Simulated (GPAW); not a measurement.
## Ballistic transport through a Ga chain with a P atom bridging one bond, cheap and dear

How well does a Ga chain with a P atom bridging one bond conduct at low bias, and how far do basis and functional move the answer?

Main program and level: GPAW 26.7.0; GPAW LCAO, PAW setups; Landauer transmission from Green's functions with principal layers (ASE), zero bias.

### 1. Starting point

The cell holds 11 atoms: 10 Ga and 1 P. Cell: a = 9.000 Å, b = 9.000 Å, c = 25.700 Å, α = 90.0°, β = 90.0°, γ = 90.0°. Regions: left lead, 5 atoms (5 Ga); channel, 1 atom (1 P); right lead, 5 atoms (5 Ga). Vacuum lies along a and b. The structure is stacked along c, and the current runs across the ab planes.

### 2. GPAW, dzp

The script solves lead and junction separately, takes H and S in the orbital basis, and joins semi-infinite leads through their self-energies; the dzp basis is the working standard.

Contents of run.py:

```python
import json
import numpy as np
from ase import Atoms
from ase.transport.calculators import TransportCalculator
from gpaw import GPAW, FermiDirac
from gpaw.lcao.tools import get_lcao_hamiltonian
from scipy.linalg import eigh

# The junction with lead layers at both ends, along the third cell vector
device = Atoms(
    ['Ga', 'Ga', 'Ga', 'Ga', 'Ga', 'P', 'Ga', 'Ga', 'Ga', 'Ga', 'Ga'],
    positions=[
        [4.50000, 4.50000, 1.27500],
        [4.50000, 4.50000, 3.82500],
        [4.50000, 4.50000, 6.37500],
        [4.50000, 4.50000, 8.92500],
        [4.50000, 4.50000, 11.47500],
        [6.29460, 4.50000, 12.85000],
        [4.50000, 4.50000, 14.22500],
        [4.50000, 4.50000, 16.77500],
        [4.50000, 4.50000, 19.32500],
        [4.50000, 4.50000, 21.87500],
        [4.50000, 4.50000, 24.42500]],
    cell=[[9.0, 0.0, 0.0], [0.0, 9.0, 0.0], [0.0, 0.0, 25.7]],
    pbc=True)

# One principal layer of the lead: the first 3 atoms of the device
lead = Atoms(
    ['Ga', 'Ga', 'Ga'],
    positions=[
        [4.50000, 4.50000, 1.27500],
        [4.50000, 4.50000, 3.82500],
        [4.50000, 4.50000, 6.37500]],
    cell=[[9.0, 0.0, 0.0], [0.0, 9.0, 0.0], [0.0, 0.0, 7.65]],
    pbc=True)

settings = dict(mode='lcao', basis='dzp', xc='PBE', h=0.2,
                occupations=FermiDirac(0.1), maxiter=250,
                mixer=dict(beta=0.1, nmaxold=8, weight=100.0),
                convergence=dict(density=0.0001))
energies = np.arange(-2, 2 + 1e-9, 0.05)
eta = 0.0001
n1, n2 = 1, 1
# k and -k transmit alike, so half of the mesh across the current serves
mesh = [(i, j) for i in range(n1) for j in range(n2) if (i, j) <= (-i % n1, -j % n2)]
weights = np.array([1 if (i, j) == (-i % n1, -j % n2) else 2 for i, j in mesh]) / (n1 * n2)

# [... helper functions left out ...]
fermi_lead = ground_state(lead, (1, 1, 15), 'lead.txt')
fermi_device = ground_state(device, (1, 1, 3), 'device.txt')
# [... loop over the mesh left out, but for ...]
        # Shift the lead onto the potential of the device's first layer
        shift = ((H[:, 0, 0] - H0[:, 0, 0]) / S0[0, 0]).real.mean()
# [...]
kT = 8.617333e-5 * 300
bias = [0.1, 0.2, 0.5, 1.0, 1.5, 2.0]
# [... integrals and printing left out ...]
```

Command:

```
$ OMP_NUM_THREADS=1 OPENBLAS_NUM_THREADS=1 python run.py
```

What it wrote:

```text
basis functions: device 143, principal layer 39
Fermi level: lead -2.8498 eV, device -2.8611 eV; lead shifted by -0.0152 eV
largest coupling past the next layer 6.03e-05 eV, largest misfit of the first layer 0.055 eV
  E-E_F (eV)   T (one spin)  [channel counts left out]
    -2.000    4.4744e-01
    -1.950    4.3004e-01
    -1.900    4.1115e-01
    -1.850    3.9050e-01
    -1.800    3.6765e-01
    -1.750    3.4190e-01
    -1.700    3.1194e-01
    -1.650    2.7507e-01
    -1.600    2.2465e-01
    -1.550    1.3867e-01
    -1.500    2.5543e-06
    -1.450    9.6035e-01
    -1.400    4.8374e-01
    -1.350    3.5735e-01
    -1.300    2.9295e-01
    -1.250    2.4734e-01
[...]
1.650    1.1413e+00
     1.700    1.1343e+00
     1.750    1.1268e+00
     1.800    1.1189e+00
     1.850    1.1108e+00
     1.900    1.1026e+00
     1.950    1.0944e+00
     2.000    1.0865e+00
conductance at 300 K: 0.93097 G0 a cell; thermopower -5.119 uV/K
current from the zero-bias T(E) at 0.1 V: 7.1914 uA
current from the zero-bias T(E) at 0.2 V: 14.246 uA
current from the zero-bias T(E) at 0.5 V: 32.629 uA
current from the zero-bias T(E) at 1.0 V: 53.915 uA
current from the zero-bias T(E) at 1.5 V: 75.632 uA
current from the zero-bias T(E) at 2.0 V: 99.003 uA
```

It took 30 s on 1 thread of Arm Neoverse V2, shared host; peak memory 0.9 GiB.

This step gave:

```yaml
conductance: 0.9310 G₀
thermopower: -5.119 μV/K
largest_coupling_past_the_next_principal_layer: 6.03e-5 eV
largest_misfit_of_the_first_principal_layer: 0.05510 eV
shift_that_aligns_the_lead: -0.01516 eV
basis_functions_of_the_junction: 143
basis_functions_of_a_principal_layer: 39
transmission_at_the_fermi_level_one_spin: 0.9393
```

One spin. Transmission, zone mean against energy, zero at the Fermi level:

```
energy (eV)  transmission, zone mean
     -2.000                    0.447
     -1.800                    0.368
     -1.600                    0.225
     -1.450                    0.960
     -1.400                    0.484
     -1.200                    0.210
     -1.000                   0.0971
     -0.800                   0.0264
     -0.600                   9.2e-4
     -0.400                   3.3e-5
     -0.200                    0.562
      0.000                    0.939
      0.200                    0.999
      0.400                     1.06
      0.600                     1.11
      0.800                     1.15
      1.000                     1.17
      1.200                     1.17
      1.400                     1.17
      1.600                     1.15
      1.800                     1.12
      2.000                     1.09
```

Not self-consistent under bias; the bias window is split evenly. Table of current through one cell, from the zero-bias transmission by bias:

```
bias (V)  current through one cell, from the zero-bias transmission (μA)
   0.100                                                            7.19
   0.200                                                            14.2
   0.500                                                            32.6
   1.000                                                            53.9
   1.500                                                            75.6
   2.000                                                            99.0
```

The transmission of the three most open eigenchannels by energy, zero at the Fermi level:

```
energy (eV)  channel 1  channel 2  channel 3
      -2.00      0.447    5.2e-11          0
      -1.90      0.411    5.2e-11          0
      -1.80      0.368    5.1e-11          0
      -1.70      0.312    5.0e-11          0
      -1.55      0.139    4.9e-11          0
      -1.45      0.960    4.9e-11          0
      -1.35      0.357    4.8e-11          0
      -1.25      0.247    4.8e-11          0
      -1.15      0.177    4.7e-11          0
      -1.05      0.121    4.7e-11          0
      -0.90     0.0562    4.7e-11          0
      -0.80     0.0264    4.9e-11          0
      -0.70    0.00840    5.6e-11          0
      -0.60     9.2e-4    9.7e-11          0
      -0.50     1.1e-4          0          0
      -0.40     3.3e-5    5.1e-10    8.7e-12
      -0.25      0.275    0.00957    0.00317
      -0.15      0.628     0.0941     0.0150
      -0.05      0.706      0.169     0.0306
       0.00      0.719      0.181     0.0392
       0.05      0.729      0.182     0.0475
       0.15      0.756      0.168     0.0612
       0.25      0.794      0.152     0.0696
       0.40      0.850      0.138     0.0751
       0.50      0.880      0.134     0.0761
       0.60      0.903      0.133     0.0769
       0.70      0.920      0.134     0.0779
       0.80      0.933      0.135     0.0790
       0.90      0.942      0.136     0.0803
       1.05      0.953      0.135     0.0824
       1.15      0.959      0.132     0.0837
       1.25      0.963      0.126     0.0847
       1.35      0.967      0.118     0.0855
       1.45      0.970      0.107     0.0859
       1.55      0.973     0.0946     0.0860
       1.70      0.976     0.0855     0.0724
       1.80      0.978     0.0847     0.0561
       1.90      0.980     0.0837     0.0393
       2.00      0.981     0.0825     0.0234
```

Couplings past the next layer reach 6.0e-5 eV, small enough to drop; the matrix elements of the cell's first layer differ from the bulk lead's by up to 0.055 eV. That layer keeps its own values in the calculation, and only beyond it is the lead taken as perfect. The Fermi levels of lead and junction count from different zeros of potential, one for each periodic cell; with both set to zero, the small remaining shift is what aligns them. By hand: G = 0.9310 × 77.48 μS = 72.1 μS, a resistance of 13.9 kΩ; at 0.1 V a linear junction would pass 7.21 μA, and the integral over the bias window gives 7.19 μA. Mott's formula, S = -(π²/3)(k_B²T/e) d ln T/dE, has the prefactor 7.33 μV/K·eV at 300 K; T = 0.9057 at -0.05 eV and 0.9583 at 0.05 eV give a slope of 0.565 per eV and S = -4.14 μV/K, beside -5.12 μV/K from the thermal integral, which interpolates the same grid.

### 3. Single-zeta polarised basis

One radial function a shell plus polarisation makes the matrices smaller; the question is what that costs.

Edit run.py of step 2 so:

```diff
@@ -36,3 +36,3 @@
 
-settings = dict(mode='lcao', basis='dzp', xc='PBE', h=0.2,
+settings = dict(mode='lcao', basis='szp(dzp)', xc='PBE', h=0.2,
                 occupations=FermiDirac(0.1), maxiter=250,
```

What it wrote:

```text
basis functions: device 99, principal layer 27
Fermi level: lead -3.1746 eV, device -3.1837 eV; lead shifted by -0.0209 eV
largest coupling past the next layer 5.81e-05 eV, largest misfit of the first layer 0.055 eV
  E-E_F (eV)   T (one spin)  [channel counts left out]
    -2.000    2.6560e-01
    -1.950    2.3522e-01
    -1.900    2.0106e-01
    -1.850    1.6198e-01
    -1.800    1.1607e-01
    -1.750    6.0059e-02
    -1.700    4.5901e-07
    -1.650    8.5094e-08
    -1.600    1.0786e-07
    -1.550    3.2998e-07
    -1.500    6.7766e-06
    -1.450    2.0233e-04
    -1.400    7.4931e-01
    -1.350    4.9713e-01
    -1.300    3.6124e-01
    -1.250    2.7273e-01
[...]
1.650    1.1720e+00
     1.700    1.1653e+00
     1.750    1.1579e+00
     1.800    1.1498e+00
     1.850    1.1412e+00
     1.900    1.1320e+00
     1.950    1.1224e+00
     2.000    1.1125e+00
conductance at 300 K: 0.83209 G0 a cell; thermopower -8.309 uV/K
current from the zero-bias T(E) at 0.1 V: 6.4114 uA
current from the zero-bias T(E) at 0.2 V: 12.601 uA
current from the zero-bias T(E) at 0.5 V: 27.673 uA
current from the zero-bias T(E) at 1.0 V: 47.896 uA
current from the zero-bias T(E) at 1.5 V: 69.485 uA
current from the zero-bias T(E) at 2.0 V: 92.427 uA
```

The job ended after 28 s (1 thread; peak memory 0.89 GiB).

This step gave:

| Property | Result |
| --- | --- |
| conductance | 0.8321 G₀ |
| largest coupling past the next principal layer | 5.81e-5 eV |
| largest misfit of the first principal layer | 0.05487 eV |
| shift that aligns the lead | -0.02089 eV |
| basis functions of the junction | 99 |
| basis functions of a principal layer | 27 |
| transmission at the Fermi level (one spin) | 0.8458 |

One spin. Table of transmission, zone mean by energy, zero at the Fermi level:

```
energy (eV)  transmission, zone mean
      -2.00                    0.266
      -1.85                    0.162
      -1.70                   4.6e-7
      -1.60                   1.1e-7
      -1.45                   2.0e-4
      -1.40                    0.749
      -1.30                    0.361
      -1.15                    0.158
      -1.05                   0.0843
      -0.90                   0.0207
      -0.75                   1.1e-4
      -0.60                   0.0102
      -0.50                   0.0239
      -0.35                   0.0284
      -0.20                    0.280
      -0.05                    0.797
       0.00                    0.846
       0.05                    0.871
       0.20                    0.925
       0.35                    0.998
       0.50                     1.06
       0.60                     1.10
       0.75                     1.14
       0.90                     1.17
       1.05                     1.19
       1.15                     1.19
       1.25                     1.20
       1.30                     1.20
       1.45                     1.19
       1.60                     1.18
       1.70                     1.17
       1.85                     1.14
       2.00                     1.11
```

Not self-consistent under bias; the bias window is split evenly. Table of current through one cell, from the zero-bias transmission by bias:

```
bias (V)  current through one cell, from the zero-bias transmission (μA)
   0.100                                                            6.41
   0.200                                                            12.6
   0.500                                                            27.7
   1.000                                                            47.9
   1.500                                                            69.5
   2.000                                                            92.4
```

Table of transmission of the three most open eigenchannels by energy, zero at the Fermi level:

```
energy (eV)  channel 1  channel 2  channel 3
      -2.00      0.266          0          0
      -1.90      0.201          0          0
      -1.80      0.116          0          0
      -1.70     4.6e-7          0          0
      -1.55     3.3e-7          0          0
      -1.45     2.0e-4          0          0
      -1.35      0.497          0          0
      -1.25      0.273          0          0
      -1.15      0.158          0          0
      -1.05     0.0843          0          0
      -0.90     0.0207          0          0
      -0.80    0.00284          0          0
      -0.70     8.7e-4          0          0
      -0.60     0.0102          0          0
      -0.50     0.0239          0          0
      -0.40     0.0317    6.0e-12    1.4e-12
      -0.25     0.0339    0.00331    0.00212
      -0.15      0.446     0.0833     5.4e-4
      -0.05      0.614      0.176    0.00725
       0.00      0.639      0.193     0.0130
       0.05      0.656      0.195     0.0197
       0.15      0.691      0.180     0.0337
       0.25      0.739      0.165     0.0449
       0.40      0.814      0.153     0.0548
       0.50      0.854      0.152     0.0588
       0.60      0.884      0.154     0.0617
       0.70      0.906      0.158     0.0642
       0.80      0.923      0.162     0.0666
       0.90      0.935      0.165     0.0686
       1.05      0.949      0.167     0.0712
       1.15      0.956      0.166     0.0725
       1.25      0.962      0.162     0.0733
       1.35      0.967      0.155     0.0738
       1.45      0.971      0.146     0.0738
       1.55      0.974      0.135     0.0734
       1.70      0.978      0.114     0.0723
       1.80      0.981     0.0979     0.0712
       1.90      0.982     0.0797     0.0699
       2.00      0.984     0.0683     0.0602
```

The conductance, 0.832 G₀, lies 11 % below that of the dzp run.

### 4. GPAW, sz: basis = "sz(dzp)"

The minimal basis is the cheapest rung: no second zeta and no polarisation.

Edit run.py of step 3 so:

```diff
@@ -36,3 +36,3 @@
 
-settings = dict(mode='lcao', basis='szp(dzp)', xc='PBE', h=0.2,
+settings = dict(mode='lcao', basis='sz(dzp)', xc='PBE', h=0.2,
                 occupations=FermiDirac(0.1), maxiter=250,
```

What it wrote:

```text
basis functions: device 44, principal layer 12
Fermi level: lead -3.2329 eV, device -3.2615 eV; lead shifted by -0.0236 eV
largest coupling past the next layer 5.75e-05 eV, largest misfit of the first layer 0.057 eV
  E-E_F (eV)   T (one spin)  [channel counts left out]
    -2.000    1.9978e-01
    -1.950    1.7083e-01
    -1.900    1.3773e-01
[...]
1.950    1.1121e+00
     2.000    1.1023e+00
conductance at 300 K: 0.78046 G0 a cell; thermopower -10.65 uV/K
current from the zero-bias T(E) at 0.1 V: 6.0047 uA
current from the zero-bias T(E) at 0.2 V: 11.753 uA
current from the zero-bias T(E) at 0.5 V: 25.656 uA
current from the zero-bias T(E) at 1.0 V: 45.811 uA
current from the zero-bias T(E) at 1.5 V: 67.472 uA
current from the zero-bias T(E) at 2.0 V: 90.075 uA
```

Run time: 20 s. Hardware: 1 thread; peak memory 0.82 GiB.

Numbers from this step:

```yaml
conductance: 0.7805 G₀
largest_coupling_past_the_next_principal_layer: 5.75e-5 eV
largest_misfit_of_the_first_principal_layer: 0.05656 eV
shift_that_aligns_the_lead: -0.02363 eV
basis_functions_of_the_junction: 44
basis_functions_of_a_principal_layer: 12
transmission_at_the_fermi_level_one_spin: 0.7972
```

One spin. Transmission, zone mean against energy, zero at the Fermi level:

```
energy (eV)  transmission, zone mean
      -2.00                    0.200
      -1.85                   0.0988
      -1.70                   8.6e-8
      -1.60                   5.4e-7
      -1.50                    0.965
      -1.45                    0.538
      -1.30                    0.201
      -1.15                   0.0840
      -1.05                   0.0390
      -0.90                  0.00446
      -0.75                  0.00286
      -0.60                   0.0243
      -0.50                   0.0428
      -0.35                   0.0539
      -0.20                    0.191
      -0.05                    0.737
       0.00                    0.797
       0.05                    0.828
       0.20                    0.890
       0.35                    0.975
       0.50                     1.05
       0.60                     1.09
       0.75                     1.14
       0.90                     1.17
       1.05                     1.18
       1.15                     1.19
       1.25                     1.19
       1.30                     1.19
       1.45                     1.18
       1.60                     1.17
       1.70                     1.16
       1.85                     1.13
       2.00                     1.10
```

The conductance, 0.780 G₀, lies 16 % below that of the dzp run.

### 5. RPBE in the dzp basis: xc = "RPBE"

Back in the dzp basis, the functional changes from PBE to RPBE, to set the spread between functionals beside that between bases.

Edit run.py of step 4 so:

```diff
@@ -36,3 +36,3 @@
 
-settings = dict(mode='lcao', basis='sz(dzp)', xc='PBE', h=0.2,
+settings = dict(mode='lcao', basis='dzp', xc='RPBE', h=0.2,
                 occupations=FermiDirac(0.1), maxiter=250,
```

What it wrote:

```text
basis functions: device 143, principal layer 39
Fermi level: lead -2.7535 eV, device -2.7644 eV; lead shifted by -0.0128 eV
largest coupling past the next layer 6.04e-05 eV, largest misfit of the first layer 0.054 eV
  E-E_F (eV)   T (one spin)  [channel counts left out]
    -2.000    4.8621e-01
    -1.950    4.7257e-01
    -1.900    4.5821e-01
[...]
1.950    1.0930e+00
     2.000    1.0852e+00
conductance at 300 K: 0.92206 G0 a cell; thermopower -4.741 uV/K
current from the zero-bias T(E) at 0.1 V: 7.1249 uA
current from the zero-bias T(E) at 0.2 V: 14.129 uA
current from the zero-bias T(E) at 0.5 V: 32.587 uA
current from the zero-bias T(E) at 1.0 V: 53.841 uA
current from the zero-bias T(E) at 1.5 V: 75.445 uA
current from the zero-bias T(E) at 2.0 V: 98.615 uA
```

The job ended after 32 s (1 thread; peak memory 0.9 GiB).

Numbers from this step:

| Property | Result |
| --- | --- |
| conductance | 0.9221 G₀ |
| thermopower | -4.741 μV/K |
| largest coupling past the next principal layer | 6.04e-5 eV |
| largest misfit of the first principal layer | 0.05395 eV |
| shift that aligns the lead | -0.01279 eV |
| basis functions of the junction | 143 |
| basis functions of a principal layer | 39 |
| transmission at the Fermi level (one spin) | 0.9293 |

One spin. The transmission, zone mean by energy, zero at the Fermi level:

energy (eV), transmission, zone mean and a bar:
```
    -2.00       0.49 ############
    -1.85       0.44 ###########
    -1.70       0.39 ##########
    -1.60       0.36 #########
    -1.45       0.20 #####
    -1.30       0.21 #####
    -1.15       0.15 ####
    -1.05       0.10 ###
    -0.90       0.05 #
    -0.75       0.01 
    -0.60       0.00 
    -0.50       0.00 
    -0.35       0.00 
    -0.20       0.59 ###############
    -0.05       0.90 #######################
     0.00       0.93 ########################
     0.05       0.95 ########################
     0.20       0.99 #########################
     0.35       1.04 ###########################
     0.50       1.08 ############################
     0.60       1.11 ############################
     0.75       1.14 #############################
     0.90       1.16 ##############################
     1.05       1.17 ##############################
     1.15       1.17 ##############################
     1.20       1.17 ##############################
     1.30       1.17 ##############################
     1.45       1.16 ##############################
     1.60       1.15 #############################
     1.70       1.13 #############################
     1.85       1.11 ############################
     2.00       1.09 ############################
```

The conductance, 0.922 G₀, lies 1.0 % below that of the dzp run.

### 6. The ladder

Times are for 1 thread of Arm Neoverse V2, shared host. The series side by side:

```
no.       run  conductance (G₀)  time  memory (GiB)
  1       dzp            0.9310  30 s           0.9
  2       szp            0.8321  28 s          0.89
  3        sz            0.7805  20 s          0.82
  4  dzp RPBE            0.9221  32 s           0.9
```

(Part 1 of 2 ends here.)

[Logs are printed without paths, hosts, clocks, repeated set-up lines and the standing remarks that a program may print on its own settings, such as how far it seeks lower states.]

[Hosts, paths, dates, database ids (printed as entryN), source tags and the programs' standing remarks are cut or masked in the printed files.]
